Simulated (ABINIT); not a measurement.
**SiO2 (P6_322): bands and cutoff in G0W0 with ABINIT**

What does each rung of G0W0 on SiO2 (P6_322) cost, and what does it buy?

Calculated with ABINIT 10.8.3; LDA and many-body steps on it, plane waves.

**1. The starting structure**

The structure is hexagonal, space group P6_322 (No. 182). Conventional cell: a = 5.069 Å, b = 5.069 Å, c = 8.558 Å, α = 90.00°, β = 90.00°, γ = 120.00°. Si has 4 O at 1.60 to 1.61 Å nearest. Nearest to O lie 2 Si at 1.61 Å. Nearest to O lie 2 Si at 1.60 Å. Farther neighbours and most contacts between anions are not listed.

The cell and positions are those that the Materials Project relaxed with its own functionals (PBE, PBE+U or r2SCAN), kept fixed.

**2. Empty states on the mesh, 3×3×1 mesh, 783 bands**

This step: ABINIT 10.8.3; DFT, LDA, plane waves, norm-conserving pseudopotentials.

The sums over transitions need many empty states on a uniform mesh; this step solves for them.

run.abi reads:

```
acell 3*1.0 Angstrom
rprim 
  5.069073888499 -0.000000000025 0.000000000000
  -2.534536944228 4.389946761113 0.000000000000
  0.000000000000 0.000000000000 8.558488540000
ntypat 2
znucl 14 8
natom 12
typat 1 1 1 1 2 2 2 2 2 2 2 2
xred 
  0.666666666667 0.333333333333 0.937125800000
  0.666666666667 0.333333333333 0.562874200000
  0.333333333333 0.666666666667 0.062874200000
  0.333333333333 0.666666666667 0.437125800000
  0.000000000000 0.421258740000 0.000000000000
  0.421258740000 0.421258740000 0.500000000000
  0.578741260000 0.000000000000 0.500000000000
  0.578741260000 0.578741260000 0.000000000000
  0.000000000000 0.578741260000 0.500000000000
  0.666666666667 0.333333333333 0.750000000000
  0.333333333333 0.666666666667 0.250000000000
  0.421258740000 0.000000000000 0.000000000000
pp_dirpath "pseudos"
pseudos "Si.upf, O.upf"
ecut 36
ngkpt 3 3 1
nshiftk 1
shiftk 0 0 0
kptopt 1
chksymbreak 0
iscf -2
irdden 1
istwfk *1
nband 783
nbdbuf 70
tolwfr 1e-09
nstep 60
prtvol 0
indata_prefix "in"
outdata_prefix "out"
tmpdata_prefix "tmp"
```

Command:

```console
> OMP_NUM_THREADS=1 mpirun -n 3 abinit run.abi > log
```

Numbers of over 12 decimals in the logs are rounded to 6 here.

The log of the run:

```text
.Version 10.8.3 of ABINIT. v10.8.2 released Aug 2026.

 Symmetries : space group P6_3 2 2 (#182); Bravais hP (primitive hexag.)
[... echo of the input left out ...]
== DATASET  1 ==================================================================
-   mpi_nproc: 3, omp_nthreads: 1 (-1 if OMP is not activated)

--- !DatasetInfo
iteration_state: {dtset: 1, }
dimensions: {natom: 12, nkpt: 3, mband: 783, nsppol: 1, nspinor: 1, nspden: 1, mpw: 13285, }
cutoff_energies: {ecut:  36.0, pawecutdg:  -1.0, }
[...]
5.02796    5.03445    5.03460    5.03758    5.03763    5.05005    5.06538    5.06639
   5.06790    5.06950    5.07107    5.07396    5.08099    5.08247    5.09091    5.09341
   5.09647    5.10255    5.10633    5.11514    5.12186    5.12480    5.13363
 prteigrs : prtvol=0 or 1, do not print more k-points.

== END DATASET(S) ==============================================================
================================================================================

 -outvars: echo values of variables after computation  --------
            nband         783
             nkpt           3
          spgroup         182
 [... the other variables as echoed above ...]

 Calculation completed.
```

It took 21 min on 3 MPI ranks of Arm Neoverse V1, shared host; peak memory 1.1 GiB; 64 min of CPU time.

This step gave:

- gap: 5.470 eV
- k of the valence top: 0.3333, 0, 0
- k of the conduction bottom: 0, 0, 0
- least direct gap: 5.472 eV
- k points computed: 3
- lowest point of the top converged band, above the valence top: 131.1091 eV

On this mesh the gap is 5.470 eV.

The density comes from a self-consistent run that is not shown.

**3. Screening, 3×3×1 mesh, 167 bands, screening to 68.6 eV**

The RPA dielectric matrix is built and inverted for each q.

This step: RPA screening on LDA, plane waves, norm-conserving pseudopotentials.

Changes to run.abi since step 2:

```diff
@@ -30,10 +30,11 @@
 chksymbreak 0
-iscf -2
-irdden 1
 istwfk *1
-nband 783
-nbdbuf 70
-tolwfr 1e-09
-nstep 60
-prtvol 0
+occopt 1
+irdwfk 1
+optdriver 3
+nband 167
+ecuteps 2.52
+inclvkb 2
+awtr 1
+symchi 1
 indata_prefix "in"
```

Command:

```console
> OMP_NUM_THREADS=1 mpirun -n 4 abinit run.abi > log
```

The log of the run:

```text
.Version 10.8.3 of ABINIT. v10.8.2 released Aug 2026.

 Symmetries : space group P6_3 2 2 (#182); Bravais hP (primitive hexag.)
[... echo of the input left out ...]
== DATASET  1 ==================================================================
-   mpi_nproc: 4, omp_nthreads: 1 (-1 if OMP is not activated)

--- !DatasetInfo
iteration_state: {dtset: 1, }
dimensions: {natom: 12, nkpt: 3, mband: 167, nsppol: 1, nspinor: 1, nspden: 1, mpw: 13285, }
cutoff_energies: {ecut:  36.0, pawecutdg:  -1.0, }
electrons: {nelect:   6.40000000E+01, charge:   0.00000000E+00, occopt:   1.00000000E+00, tsmear:   1.00000000E-02, }

 SCREENING: Calculation of the susceptibility and dielectric matrices

 Based on a program developped by R.W. Godby, V. Olevano, G. Onida, and L. Reining.
 Incorporated in ABINIT by V. Olevano, G.-M. Rignanese, and M. Torrent.
.Using double precision arithmetic ; gwpc =  8

[... cell and pseudopotentials left out ...]
--------------------------------------------------------------------------------

 ==== K-mesh for the wavefunctions ====
 Number of points in the irreducible wedge :     3
[... list of points left out ...]
 Together with 12 symmetry operations and time-reversal symmetry
 yields     9 points in the full Brillouin Zone.

 ==== Q-mesh for the screening function ====
 Number of points in the irreducible wedge :     3
[... list of points left out ...]
 Together with 12 symmetry operations and time-reversal symmetry
 yields     9 points in the full Brillouin Zone.

 setmesh: FFT mesh size selected  =    30x   30x   60
          total number of points  =        54000

 vcoul_init : cutoff-mode = AUXILIARY_FUNCTION
 q-points for optical limit:   1
     1)      0.000010    0.000020    0.000030

- screening: taking advantage of time-reversal symmetry
- Maximum band index for partially occupied states nbvw = 32
- Remaining bands to be divided among processors   nbcw = 135
- Number of bands treated by each node ~33

 Number of electrons calculated from density =   64.0000; Expected =   64.0000
 average of density, n =  0.049796
 r_s =    1.6862
 omega_plasma =   21.5256 [eV]

 calculating chi0 at frequencies [eV] :
  1    0.000000E+00    0.000000E+00
  2    0.000000E+00    2.152558E+01

--------------------------------------------------------------------------------
  q-point number  1        q = ( 0.000000, 0.000000, 0.000000) [r.l.u.]
--------------------------------------------------------------------------------
[... chi0 elements left out ...]
 For q-point:  0.000010 0.000020 0.000030
  dielectric constant =   2.0918
  dielectric constant without local fields =   2.2440

  Average fulfillment of the sum rule on Im[epsilon] for q-point    1 :     53.74  [%]
[... wings left out ...]
  q-point number  2        q = ( 0.333333, 0.000000, 0.000000) [r.l.u.]
--------------------------------------------------------------------------------
[... chi0 elements left out ...]
  Average fulfillment of the sum rule on Im[epsilon] for q-point    2 :     57.86  [%]

 [... 1 further q-points ...]
```

Run time: 77 s. Hardware: 4 MPI ranks; peak memory 1.8 GiB.

Numbers from this step:

| Quantity | Value |
| --- | --- |
| ε∞ with local fields, on this mesh, along the program's q direction | 2.092 |
| the same without local fields | 2.244 |
| plasma frequency | 21.53 eV |
| plane waves in the screening matrix | 245 |

Local fields lower ε∞ by 7 %. On a Γ-centred mesh this coarse the value itself is usually too large, while a short band sum pulls it down.

**4. 167 bands, 68.6 eV**

The self-energy is evaluated for the states that the input lists, and the levels follow from it, in one-shot runs by the linearised quasiparticle equation.

This step: G0W0 on LDA, plane waves, norm-conserving pseudopotentials.

Changes to run.abi since step 3:

```diff
@@ -33,8 +33,17 @@
 irdwfk 1
-optdriver 3
+optdriver 4
 nband 167
+gwcalctyp 0
+ecutsigx 36
+symsigma 1
+nkptgw 2
+kptgw 
+  0.3333333333 0.0000000000 0.0000000000
+  0.0000000000 0.0000000000 0.0000000000
+bdgw 
+  31 34
+  31 34
 ecuteps 2.52
-inclvkb 2
-awtr 1
-symchi 1
+irdscr 1
+ppmodel 1
 indata_prefix "in"
```

The log of the run:

```text
.Version 10.8.3 of ABINIT. v10.8.2 released Aug 2026.

 Symmetries : space group P6_3 2 2 (#182); Bravais hP (primitive hexag.)
[... echo of the input left out ...]
== DATASET  1 ==================================================================
-   mpi_nproc: 4, omp_nthreads: 1 (-1 if OMP is not activated)

--- !DatasetInfo
iteration_state: {dtset: 1, }
dimensions: {natom: 12, nkpt: 3, mband: 167, nsppol: 1, nspinor: 1, nspden: 1, mpw: 13285, }
cutoff_energies: {ecut:  36.0, pawecutdg:  -1.0, }
electrons: {nelect:   6.40000000E+01, charge:   0.00000000E+00, occopt:   1.00000000E+00, tsmear:   1.00000000E-02, }

 SIGMA: Calculation of the GW corrections

 Based on a program developped by R.W. Godby, V. Olevano, G. Onida, and L. Reining.
 Incorporated in ABINIT by V. Olevano, G.-M. Rignanese, and M. Torrent.
.Using double precision arithmetic ; gwpc =  8

[... cell and pseudopotentials left out ...]
--------------------------------------------------------------------------------

 ==== K-mesh for the wavefunctions ====
 Number of points in the irreducible wedge :     3
[... list of points left out ...]
 Together with 12 symmetry operations and time-reversal symmetry
 yields     9 points in the full Brillouin Zone.

 ==== Q-mesh for screening function ====
 Number of points in the irreducible wedge :     3
[... list of points left out ...]
 Together with 12 symmetry operations and time-reversal symmetry
 yields     9 points in the full Brillouin Zone.

 vcoul_init : cutoff-mode = AUXILIARY_FUNCTION
 q-points for optical limit:   1
     1)      0.000010    0.000020    0.000030
 setmesh: FFT mesh size selected  =    45x   45x   90
          total number of points  =       182250

 Number of electrons calculated from density =   64.0000; Expected =   64.0000
 average of density, n =  0.049796
 r_s =    1.6862
 omega_plasma =   21.5256 [eV]

 === KS Band Gaps ===
  >>>> For spin  1
   Minimum direct gap =   5.4724 [eV], located at k-point      :   0.0000  0.0000  0.0000
   Fundamental gap    =   5.4703 [eV], Top of valence bands at :   0.3333  0.0000  0.0000
                                       Bottom of conduction at :   0.0000  0.0000  0.0000
 SIGMA fundamental parameters:
 PLASMON POLE MODEL  1
 number of plane-waves for SigmaX                13285
 number of plane-waves for SigmaC and W            245
 number of plane-waves for wavefunctions         13285
 number of bands                                   167
 number of independent spin polarizations            1
 number of spinorial components                      1
 number of k-points in IBZ                           3
 number of q-points in IBZ                           3
 number of symmetry operations                      12
 number of k-points in BZ                            9
 number of q-points in BZ                            9
 number of frequencies for dSigma/dE                 9
 frequency step for dSigma/dE [eV]                0.25
 number of omega for Sigma on real axis              0
 max omega for Sigma on real axis  [eV]           0.00
 zcut for avoiding poles [eV]                     0.10

 EPSILON^-1 parameters (SCR file):
 dimension of the eps^-1 matrix on file            245
 dimension of the eps^-1 matrix used               245
 number of plane-waves for wavefunctions         13285
 number of bands                                   167
 number of q-points in IBZ                           3
 number of frequencies                               2
 number of real frequencies                          1
 number of imag frequencies                          1

 matrix elements of self-energy operator (all in [eV])

 Perturbative Calculation

--- !SelfEnergy_ee
iteration_state: {dtset: 1, }
kpoint     : [   0.333,    0.000,    0.000, ]
spin       : 1
KS_gap     :    6.713
QP_gap     :    9.814
Delta_QP_KS:    3.101
data: !SigmaeeData |
     Band     E0 <VxcDFT>   SigX SigC(E0)      Z dSigC/dE  Sig(E)    E-E0       E
       31  -1.864 -19.328 -25.260   4.029   0.822  -0.216 -20.893  -1.565  -3.429
       32  -1.391 -19.943 -25.830   4.087   0.823  -0.216 -21.424  -1.481  -2.872
       33   5.322  -9.590  -5.204  -2.551   0.883  -0.133  -7.970   1.620   6.942
       34   7.093  -8.093  -3.918  -2.366   0.887  -0.127  -6.488   1.605   8.698

--- !SelfEnergy_ee
iteration_state: {dtset: 1, }
kpoint     : [   0.000,    0.000,    0.000, ]
spin       : 1
KS_gap     :    5.472
QP_gap     :    8.415
Delta_QP_KS:    2.942
data: !SigmaeeData |
     Band     E0 <VxcDFT>   SigX SigC(E0)      Z dSigC/dE  Sig(E)    E-E0       E
       31  -1.393 -19.924 -25.813   4.085   0.822  -0.216 -21.407  -1.484  -2.877
       32  -1.393 -19.924 -25.813   4.085   0.822  -0.216 -21.407  -1.484  -2.877
       33   4.079  -8.958  -4.713  -2.601   0.887  -0.127  -7.499   1.459   5.538
       34   6.353 -11.717  -6.455  -2.993   0.871  -0.149  -9.741   1.976   8.329

== END DATASET(S) ==============================================================
================================================================================

 -outvars: echo values of variables after computation  --------
           etotal      0.0000000000E+00
            nband         167
             nkpt           3
          spgroup         182
 [... the other variables as echoed above ...]

 Calculation completed.
```

Run time: 9.6 s. Hardware: 4 MPI ranks; peak memory 0.99 GiB.

This step gave:

```
G0W0 gap on the points computed              : 8.41 eV
starting gap on the mesh                     : 5.470 eV
k of the valence top                         : 0.3333, 0, 0
k of the conduction bottom                   : 0, 0, 0
Z at the valence top                         : 0.823
Z at the conduction bottom                   : 0.887
least direct G0W0 gap on the computed points : 8.415 eV
```

The gap on the mesh goes from 5.47 eV to 8.41 eV, a correction of +2.94 eV.

**5. Screening, 3×3×1 mesh, 237 bands, screening to 90.6 eV**

This step: RPA screening on LDA, plane waves, norm-conserving pseudopotentials.

Changes to run.abi since step 4:

```diff
@@ -33,17 +33,8 @@
 irdwfk 1
-optdriver 4
-nband 167
-gwcalctyp 0
-ecutsigx 36
-symsigma 1
-nkptgw 2
-kptgw 
-  0.3333333333 0.0000000000 0.0000000000
-  0.0000000000 0.0000000000 0.0000000000
-bdgw 
-  31 34
-  31 34
-ecuteps 2.52
-irdscr 1
-ppmodel 1
+optdriver 3
+nband 237
+ecuteps 3.33
+inclvkb 2
+awtr 1
+symchi 1
 indata_prefix "in"
```

The log of the run:

```text
.Version 10.8.3 of ABINIT. v10.8.2 released Aug 2026.

 Symmetries : space group P6_3 2 2 (#182); Bravais hP (primitive hexag.)
[... echo of the input left out ...]
== DATASET  1 ==================================================================
-   mpi_nproc: 4, omp_nthreads: 1 (-1 if OMP is not activated)

--- !DatasetInfo
iteration_state: {dtset: 1, }
dimensions: {natom: 12, nkpt: 3, mband: 237, nsppol: 1, nspinor: 1, nspden: 1, mpw: 13285, }
cutoff_energies: {ecut:  36.0, pawecutdg:  -1.0, }
electrons: {nelect:   6.40000000E+01, charge:   0.00000000E+00, occopt:   1.00000000E+00, tsmear:   1.00000000E-02, }

 SCREENING: Calculation of the susceptibility and dielectric matrices

 Based on a program developped by R.W. Godby, V. Olevano, G. Onida, and L. Reining.
 Incorporated in ABINIT by V. Olevano, G.-M. Rignanese, and M. Torrent.
.Using double precision arithmetic ; gwpc =  8

[... cell and pseudopotentials left out ...]
--------------------------------------------------------------------------------

 ==== K-mesh for the wavefunctions ====
 Number of points in the irreducible wedge :     3
[... list of points left out ...]
 Together with 12 symmetry operations and time-reversal symmetry
 yields     9 points in the full Brillouin Zone.

 ==== Q-mesh for the screening function ====
 Number of points in the irreducible wedge :     3
[... list of points left out ...]
 Together with 12 symmetry operations and time-reversal symmetry
 yields     9 points in the full Brillouin Zone.

 setmesh: FFT mesh size selected  =    30x   30x   60
          total number of points  =        54000

 vcoul_init : cutoff-mode = AUXILIARY_FUNCTION
 q-points for optical limit:   1
     1)      0.000010    0.000020    0.000030

- screening: taking advantage of time-reversal symmetry
- Maximum band index for partially occupied states nbvw = 32
- Remaining bands to be divided among processors   nbcw = 205
- Number of bands treated by each node ~51

 Number of electrons calculated from density =   64.0000; Expected =   64.0000
 average of density, n =  0.049796
 r_s =    1.6862
 omega_plasma =   21.5256 [eV]

 calculating chi0 at frequencies [eV] :
  1    0.000000E+00    0.000000E+00
  2    0.000000E+00    2.152558E+01

--------------------------------------------------------------------------------
  q-point number  1        q = ( 0.000000, 0.000000, 0.000000) [r.l.u.]
--------------------------------------------------------------------------------
[... chi0 elements left out ...]
 For q-point:  0.000010 0.000020 0.000030
  dielectric constant =   2.0915
  dielectric constant without local fields =   2.2552

  Average fulfillment of the sum rule on Im[epsilon] for q-point    1 :     63.02  [%]
[... wings left out ...]
  q-point number  2        q = ( 0.333333, 0.000000, 0.000000) [r.l.u.]
--------------------------------------------------------------------------------
[... chi0 elements left out ...]
  Average fulfillment of the sum rule on Im[epsilon] for q-point    2 :     66.47  [%]

 [... 1 further q-points ...]
```

The job ended after 2 min (4 MPI ranks; peak memory 2 GiB).

Numbers from this step:

| Property | Result |
| --- | --- |
| ε∞ with local fields, on this mesh, along the program's q direction | 2.091 |
| the same without local fields | 2.255 |
| plasma frequency | 21.53 eV |
| plane waves in the screening matrix | 373 |

(Part 1 of 2 ends here.)

[Paths, hosts, dates, memory and timing lines, banners, echoed tables and standing remarks are left out of the program output.]

[Logs are printed without paths, hosts, clocks, repeated set-up lines and the standing remarks that a program may print on its own settings, such as how far it seeks lower states.]

[Runs of the session that timed out or met a known fault of the program may be left out.]

[Hosts, paths, dates, database ids (printed as entryN), source tags and the programs' standing remarks are cut or masked in the printed files.]

[G0W0 gaps are taken among the corrected bands and points alone; a level outside them can change the order at an edge.]

[Where Ansatz stands beside ABINIT at settings called matched, ABINIT's density can come from a denser mesh and the files from another edition; pairs whose starting gaps differed by over 0.03 eV were left out, so agreement reads better than it is.]
